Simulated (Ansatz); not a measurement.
# Pd(111) with 4 thermally displaced layers, 2x2: scattering by thermal displacements

How much do lattice vibrations at 180 K scatter the electrons of Pd? Layers with random displacements are laid between perfect leads, and the resistance is followed against their length.

Program: Ansatz 0.2.0. Level of theory: Ansatz plane-wave DFT, PBE, PAW files; ballistic transport by layer matching (Landauer), zero bias; PAW set soft_1. Results are calculated unless marked as measured.

## (1) Set-up

The cell holds 40 atoms: 40 Pd. Its edges and angles: a = 5.501 Å, b = 5.501 Å, c = 22.514 Å, α = 93.5°, β = 86.5°, γ = 120.0°. It derives from Pd. Regions: lead, 24 atoms (24 Pd); scattering region, 16 atoms (16 Pd). The structure is stacked along c, and the current runs across the ab planes.

## (2) With 4 displaced layers

Each atom of 4 layers is moved at random, by amounts drawn from a normal law 0.059 Å wide in each direction from the Debye model (274 K) at 180 K. The layers about the cell's end stay perfect and serve as the lead. Disorder leaves little or no symmetry, which makes such runs dear. Energies from -0.05 to 0.05 eV in steps of 0.05 eV are too few for the program's thermal sum, so it prints no conductance; for a metal the transmission near the Fermi level serves, at a fraction of the cost.

The input, input.yaml:

```yaml
crystal:
  lattice:
    - [5.5010079149, 0.0, 0.0]
    - [-2.7505039575, 4.7640126007, 0.0]
    - [1.3752519787, -0.7940021001, 22.4577707709]
  atoms:
    - { symbol: Pd, position: [0.9916666667, 0.0083333333, 0.05] }
    - { symbol: Pd, position: [0.9916666667, 0.5083333333, 0.05] }
    - { symbol: Pd, position: [0.4916666667, 0.0083333333, 0.05] }
    - { symbol: Pd, position: [0.4916666667, 0.5083333333, 0.05] }
    - { symbol: Pd, position: [0.1416666667, 0.3583333333, 0.15] }
    - { symbol: Pd, position: [0.1416666667, 0.8583333333, 0.15] }
    - { symbol: Pd, position: [0.6416666667, 0.3583333333, 0.15] }
    - { symbol: Pd, position: [0.6416666667, 0.8583333333, 0.15] }
    - { symbol: Pd, position: [0.2916666667, 0.2083333333, 0.25] }
    - { symbol: Pd, position: [0.2916666667, 0.7083333333, 0.25] }
    - { symbol: Pd, position: [0.7916666667, 0.2083333333, 0.25] }
    - { symbol: Pd, position: [0.7916666667, 0.7083333333, 0.25] }
    - { symbol: Pd, position: [0.9419168607, 0.0569769286, 0.351683437] }
    - { symbol: Pd, position: [0.9393150964, 0.5518540026, 0.3509505012] }
    - { symbol: Pd, position: [0.4618365414, 0.0697607776, 0.3481501374] }
    - { symbol: Pd, position: [0.4242072218, 0.5506281323, 0.3501086309] }
    - { symbol: Pd, position: [0.0659061989, 0.4050763355, 0.4467249557] }
    - { symbol: Pd, position: [0.080574926, 0.9014505747, 0.4491685626] }
    - { symbol: Pd, position: [0.6025994845, 0.421195327, 0.4496621294] }
    - { symbol: Pd, position: [0.602055292, 0.9002445714, 0.4509239914] }
    - { symbol: Pd, position: [0.2522703336, 0.2591725555, 0.5480456124] }
    - { symbol: Pd, position: [0.228842881, 0.752757892, 0.5505788125] }
    - { symbol: Pd, position: [0.7296058536, 0.2556715766, 0.5495814557] }
    - { symbol: Pd, position: [0.748644956, 0.7611489729, 0.5509341449] }
    - { symbol: Pd, position: [0.8835036821, 0.10707069, 0.6520607848] }
    - { symbol: Pd, position: [0.8992290914, 0.5933948802, 0.653979552] }
    - { symbol: Pd, position: [0.4108346842, 0.1181308139, 0.6506951571] }
    - { symbol: Pd, position: [0.3964725816, 0.6272591985, 0.6551528023] }
    - { symbol: Pd, position: [0.0416666667, 0.4583333333, 0.75] }
    - { symbol: Pd, position: [0.0416666667, 0.9583333333, 0.75] }
    - { symbol: Pd, position: [0.5416666667, 0.4583333333, 0.75] }
    - { symbol: Pd, position: [0.5416666667, 0.9583333333, 0.75] }
    - { symbol: Pd, position: [0.1916666667, 0.3083333333, 0.85] }
    - { symbol: Pd, position: [0.1916666667, 0.8083333333, 0.85] }
    - { symbol: Pd, position: [0.6916666667, 0.3083333333, 0.85] }
    - { symbol: Pd, position: [0.6916666667, 0.8083333333, 0.85] }
    - { symbol: Pd, position: [0.8416666667, 0.1583333333, 0.95] }
    - { symbol: Pd, position: [0.8416666667, 0.6583333333, 0.95] }
    - { symbol: Pd, position: [0.3416666667, 0.1583333333, 0.95] }
    - { symbol: Pd, position: [0.3416666667, 0.6583333333, 0.95] }
kpoints:
  mp_grid: { grid: [5, 5, 1] }
hamiltonian:
  xc: pbe
  pseudopotentials: { kind: paw, azcp: { folder: soft_1 } }
scf:
  occupations: { method: fermi_dirac, width: 0.1 }
output:
  transmission:
    leads: [[0, 4]]
    kmesh: [10, 10]
    e_range: [-0.05, 0.05]
    de: 0.05
  write_potential: true
  write_density: true
  volumetric_format: npy
  elf: true
```

On the command line:

```
ansatz run input.yaml --threads 4 --pin off --max-ram 15360MiB --backend cpu --events-out ev --progress --plain --runs-dir out
```

Numbers of over 12 decimals in the logs are rounded to 6 here.

Output:

```text
Engine: ansatz 0.2.0, aarch64-unknown-linux-gnu
Pseudopotentials: kind: paw
Pseudopotential: Pd, paw, valence charge 18, recommended cutoff 420 eV (normal), soft_1/Pd.paw.azcp
Functional definition: PBE
  parameter kappa = 0.804
  parameter beta = 0.066725
  exchange = pbe_x(kappa = kappa, mu = beta*pi^2/3)
  correlation = pbe_c(beta = beta)
Crystal: 40 atoms, lattice volume = 588.548 Å³
Basis set: ecut = 420 eV, 11489 PW (Γ)
Bands: 432, of which v1, the nominal top of the filled ones, is band 360 counted from 1 (359 counted from 0)
Symmetry: 1 space group operations
Space group: P1 (ITA 1), of the structure as read, at distance tolerance 8.4e-5 Å
k-points: 13 of 25 (time reversal used)
Non-local potential: Pd, projectors of the file, l = 0: 2, l = 1: 2, l = 2: 2, l = 3: 1
PAW form: soft (Blöchl's): semilocal exchange-correlation on the pseudo side does not see the compensation charge
PAW one-centre angular grid: Pd, 590 points (default); XC on 64 Gauss nodes
Initial density: superposition of atomic densities (chi_scale 0.1, normalization cell)
Initial wavefunctions: pseudopotential atomic-orbital guess
Functional: x = pbe(κ = 0.804, μ = 0.219515), c = pbe(β = 0.066725)
SCF iter   1: F=—  HF=-278952.243412 eV  |F-HF|=—  |Δ(HF+E_count)|=         —  Δρ=1.52e-1  dr2=1.38e2  ethr=3.10e-3  ⟨swp⟩=5.0  Hψ=18193  notcnv=0  defer=64
preconditioner: auto → Kerker (q_TF=auto, 2.822 Å⁻¹)  [metal: Δε(μ)=0.007 eV  Ē_g=8.297 eV  σ=0.100 eV  W_gap=0.02  n_scr=240 (ndim 8)  ℏωp=30.6 eV  f_vac=0.000  D(μ)=76.10/eV (n_scr^D=1140)]
SCF iter   2: F=—  HF=-278923.951581 eV  |F-HF|=—  |Δ(HF+E_count)|=    2.83e1  Δρ=7.19e-2  dr2=3.07e1  ethr=3.10e-3  ⟨swp⟩=2.2  Hψ=9492  notcnv=0  defer=515
SCF iter   3: F=—  HF=-278916.362309 eV  |F-HF|=—  |Δ(HF+E_count)|=    7.59e0  Δρ=1.39e-2  dr2=8.81e-1  ethr=3.10e-3  ⟨swp⟩=2.0  Hψ=9277  notcnv=0  defer=537
SCF iter   4: F=—  HF=-278916.405784 eV  |F-HF|=—  |Δ(HF+E_count)|=   4.35e-2  Δρ=2.71e-3  dr2=2.93e-2  ethr=1.22e-4  ⟨swp⟩=2.2  Hψ=7279  notcnv=0  defer=537
SCF iter   5: F=—  HF=-278916.417688 eV  |F-HF|=—  |Δ(HF+E_count)|=   1.19e-2  Δρ=5.37e-4  dr2=1.95e-3  ethr=4.07e-6  ⟨swp⟩=2.7  Hψ=7312  notcnv=0  defer=537
SCF iter   6: F=—  HF=-278916.417975 eV  |F-HF|=—  |Δ(HF+E_count)|=   2.87e-4  Δρ=1.43e-4  dr2=1.65e-4  ethr=2.70e-7  ⟨swp⟩=2.0  Hψ=7633  notcnv=0  defer=537
SCF iter   7: F=—  HF=-278916.417998 eV  |F-HF|=—  |Δ(HF+E_count)|=   2.37e-5  Δρ=4.22e-5  dr2=2.01e-5  ethr=2.30e-8  ⟨swp⟩=1.0  Hψ=5079  notcnv=0  defer=537
SCF iter   8: F=—  HF=-278916.418617 eV  |F-HF|=—  |Δ(HF+E_count)|=   6.19e-4  Δρ=1.08e-5  dr2=2.51e-6  ethr=2.79e-9  ⟨swp⟩=1.3  Hψ=6264  notcnv=0  defer=537
SCF iter   9: F=—  HF=-278916.418617 eV  |F-HF|=—  |Δ(HF+E_count)|=   3.19e-8  Δρ=4.11e-6  dr2=3.28e-7  ethr=3.49e-10  ⟨swp⟩=1.0  Hψ=5079  notcnv=0  defer=537
SCF iter  10: F=-278916.418617 eV  HF=-278916.418617 eV  |F-HF|=3.75e-8  |Δ(HF+E_count)|=   1.72e-8  Δρ=1.28e-6  dr2=4.15e-8  ethr=1.39e-11  ⟨swp⟩=8.3  Hψ=17687  notcnv=0
SCF 1 converged in 10 iterations: F = -278916.418617 eV  dr2 = 4.15e-8
  greatest PAW one-centre occupation: 0.999 electrons in one spin orbital (limit 2), on the Pd atom at site 16 (counted from 0), in its partial waves of l = 0
transmission: 182 of 1820 steps passed
transmission: 364 of 1820 steps passed
[...]
transmission: 1820 of 1820 steps passed
SCF converged after 10 iterations
Free energy (F): -278916.418617 eV
Harris-Foulkes:  -278916.418617 eV  (|F-HF|=3.75e-8)
Internal energy: -278914.019714 eV  (E = F + TS)
E sigma→0 (E₀):  -278915.219165 eV
Entropy (-TS):   -2.398903 eV (-59.973 meV/atom)
Fermi energy:    19.742536 eV
--- Per-component energies (eV) ---
  E_band       = -5547.726246
  E_kinetic    = 17959.526128
  E_local      = -73459.700211  (includes V_loc(G=0)·N_el)
  E_nonlocal   = 14825.577170
  E_hartree    = 29603.822563
  E_xc         = -5550.300387
  E_vxc        = -7020.533808  (∫ρ·V_xc dr)
  E_paw        = -152431.823372  (= ΣΔE_a)
  E_vpaw       = -17060.253952  (= ΣTr[D̂ρ^β])
  E_aug_tail   = 0.009496  (compensation charges beyond the density's cutoff)
  E_ewald      = -109861.131100
  E_smearing   = -2.398903  (= −TS)
  E_closure    = 0.000000  (closes the sum)
  Σ components = -278916.418617   (vs F -278916.418617, Δ=0.00e0)
--- Band table (eV; the first three rows and the last of 13) ---
  k-point 0: bands = [... 356 lower, 19.8127, 19.8256, 19.8343, 19.8405, 19.8508, 19.8801, 19.8922, 19.9277, ... 68 higher]
  k-point 1: bands = [... 356 lower, 19.6703, 19.6870, 19.6981, 19.7174, 19.7517, 19.7761, 19.8642, 19.8729, ... 68 higher]
  k-point 2: bands = [... 356 lower, 19.6366, 19.6953, 19.7387, 19.7447, 19.7551, 19.7655, 19.7773, 19.8042, ... 68 higher]
  k-point 12: bands = [... 356 lower, 19.5865, 19.6209, 19.6983, 19.7231, 19.7486, 19.7645, 19.7776, 19.7914, ... 68 higher]
--- Transmission ---
  basis      : 235 plane waves across, 35 finite elements along
  points     : 52, standing for a mesh of 10 x 10
  energies   : 3 from -0.050000 to 0.050000 eV about the Fermi level, 0.050000 eV apart; the leads are filled to 0.000000 eV, and channels, transmission and decay are at 0.000000 eV
  crystal 0  : Pd4, at the sites [0, 4], period 2.2458 Å, over 13.47 Å; its Hamiltonian steps by up to 8.9 meV
    offset         : up to 0.0000 Å between an atom of the period and one for which it stands
    channels       : 5.230000e0 a spin
    conductance    : none, the energies end too early or step too widely for 300 K: set another output.transmission.e_range or a lower de, or, where they end at an eighth of basis.ecutwfc, a higher one
  junction   : crystal 0 to crystal 0, 0.70 to 20.91 Å
    transmission   : 4.662490e0 a spin
    conductance    : none, the energies end too early or step too widely for 300 K: set another output.transmission.e_range or a lower de, or, where they end at an eighth of basis.ecutwfc, a higher one
```

Wall time 14 min (4 threads of Arm Neoverse N1, shared host); peak memory 5.5 GiB; 54 min of CPU time.

This step gave:

```yaml
free_energy: -278916.4186 eV
energy_at_zero_smearing: -278915.2192 eV
fermi_energy: 19.74 eV
cell_area: 26.21 Å²
transmission_per_spin_nearest_the_fermi_level: 4.662
open_channels_per_spin_nearest_the_fermi_level: 5.23
step_of_the_lead_s_potential: 8.9 meV
```

Per spin. Table of transmission, zone mean by energy, zero at the Fermi level:

```csv
energy (eV),"transmission, zone mean"
-0.0500,5.34
0.0000,4.66
0.0500,4.13
```

Per spin. The open channels, zone mean, lead by energy, zero at the Fermi level:

```
energy (eV)  open channels, zone mean, lead
    -0.0500                            6.25
     0.0000                            5.23
     0.0500                            4.51
```

Transmission over k1 and k2. At 0.0000 eV from the Fermi level.

Ten even steps from '0' (2.61) to '9' (8.73):
```
2733472202
2433334100
2333233312
3431441342
9633434336
3243144134
2213332333
2001433334
2202274337
9221292122
```
Columns: k1 (b1) from -0.5 to 0.4; rows upwards: k2 (b2) from -0.5 to 0.4.

Open channels over k1 and k2. At 0.0000 eV from the Fermi level.

Ten even steps from '0' (3.0) to '9' (10.0):
```
2742472101
1422224100
1222122211
2421551242
9722555227
2242155124
1112221222
1001422224
2101274247
9211292112
```
Columns: k1 (b1) from -0.5 to 0.4; rows upwards: k2 (b2) from -0.5 to 0.4.

Electrostatic potential energy in the ca plane at fractional y = 0.118, with atoms of Pd within 0.2 Å of it. With pseudopotentials it is smooth inside the atoms' cores, unlike the true potential.

Values in eV, 8 rows by 16 columns, each cell a mean:
```
 20  21  11  18 -20  -8  20  22  23  22  12 -33  -1  21  22  22
 20  13 -24  11  12  15  20  19  18  11  16 -21   5  19  21  22
 20  16 -17  12  11  18  19  17  10 -10  19  16  20   4  11  16
 19  22  17  17 -24  -2  21  21  18   7  16  -8  14   8  12  16
 20  21  11  17 -21  -3  22  22  22  20  10 -34  -1  21  22  22
 20  13 -24  11  14  18  20  20  16   8  17 -14  10  19  21  22
 20  16 -17  12  16  19  19  17  10  -8  20  19  21   5  11  16
 19  22  17  19 -17  -3  20  20  19  12  19   1  16   8  12  16
```
Columns run along c (16.0 Å, from fractional 0.14 to 0.86 of the cell; values clipped at the 3rd and 97th percentile), rows up along a (5.5 Å). Atoms in or near the plane, at fractional coordinates: Pd at (0.65, 0.88), Pd at (0.65, 0.41).

ELF in the ca plane at fractional y = 0.118, with atoms of Pd within 0.2 Å of it. It is the smooth field of the valence electrons, not physical close to the nuclei.

Ten even steps from '0' (0.16) to '9' (0.43), each cell a mean:
```
11000121112975872211100001111595595111110001
11111576311688961211100001111683385122100001
11113998831246521112110123211497695111100001
11114978941111100123211378631157862113320011
11113999831222100023211489951112211147751113
11111477422688620011111489951122211159862125
11000111114977951111000156521268851137751124
11000011214954861111000011111596794112320012
11100243213877961111000011221673385121100001
11112898621478721111000122211596694121100001
11114988941122100011111366521268972111110001
11114988941111000123211589941113311135631112
11112799721134210123211489941011111158862124
11100244211689941111111267620123311158862125
11000011112976971211100012111279962124531113
```
Columns run along c (16.0 Å, from fractional 0.14 to 0.86 of the cell), rows up along a (5.5 Å). Atoms in or near the plane, at fractional coordinates: Pd at (0.65, 0.88), Pd at (0.65, 0.41).

Valence density in the ca plane at fractional y = 0.118, with atoms of Pd within 0.2 Å of it. It is the smooth field of the valence electrons, not physical close to the nuclei.

Ten steps, logarithmic in the rise over the least value, from '0' (0 e/Å³) to '9' (14 e/Å³), each cell a mean:
```
11100122112689852111000000001479973111110001
11111354312478741111100001101489984111100001
11113677521244421112110123211368974111100001
11113688631112110122211245421245642123321011
11112577631222100122211367631112221134532123
11101355322466420112111356631122211135542123
21100122113688731011100134421246531134532123
21100011113799841000000012111479863112221012
11101233212688741000000011111589974111100001
11112566421356420011000122211479973111100000
11113688631122110112111245421246642112210001
11113688631111100122211356531112321123421112
11112466521233210122211356531001100135542123
21100233212467531112111244421122211135542123
22100011112689852111100012211256642123431112
```
Columns run along c (16.0 Å, from fractional 0.14 to 0.86 of the cell), rows up along a (5.5 Å). Atoms in or near the plane, at fractional coordinates: Pd at (0.65, 0.88), Pd at (0.65, 0.41).

Over the solved energies the transmission per spin lies between 4.13 and 5.34, out of 5.33 channels of the lead on average (up to 6.25).

(Continued in part 2 of 2.)

[Logs are printed without paths, hosts, clocks, repeated set-up lines and the standing remarks that a program may print on its own settings, such as how far it seeks lower states.]

[Hosts, paths, dates, database ids (printed as entryN), source tags and the programs' standing remarks are cut or masked in the printed files.]
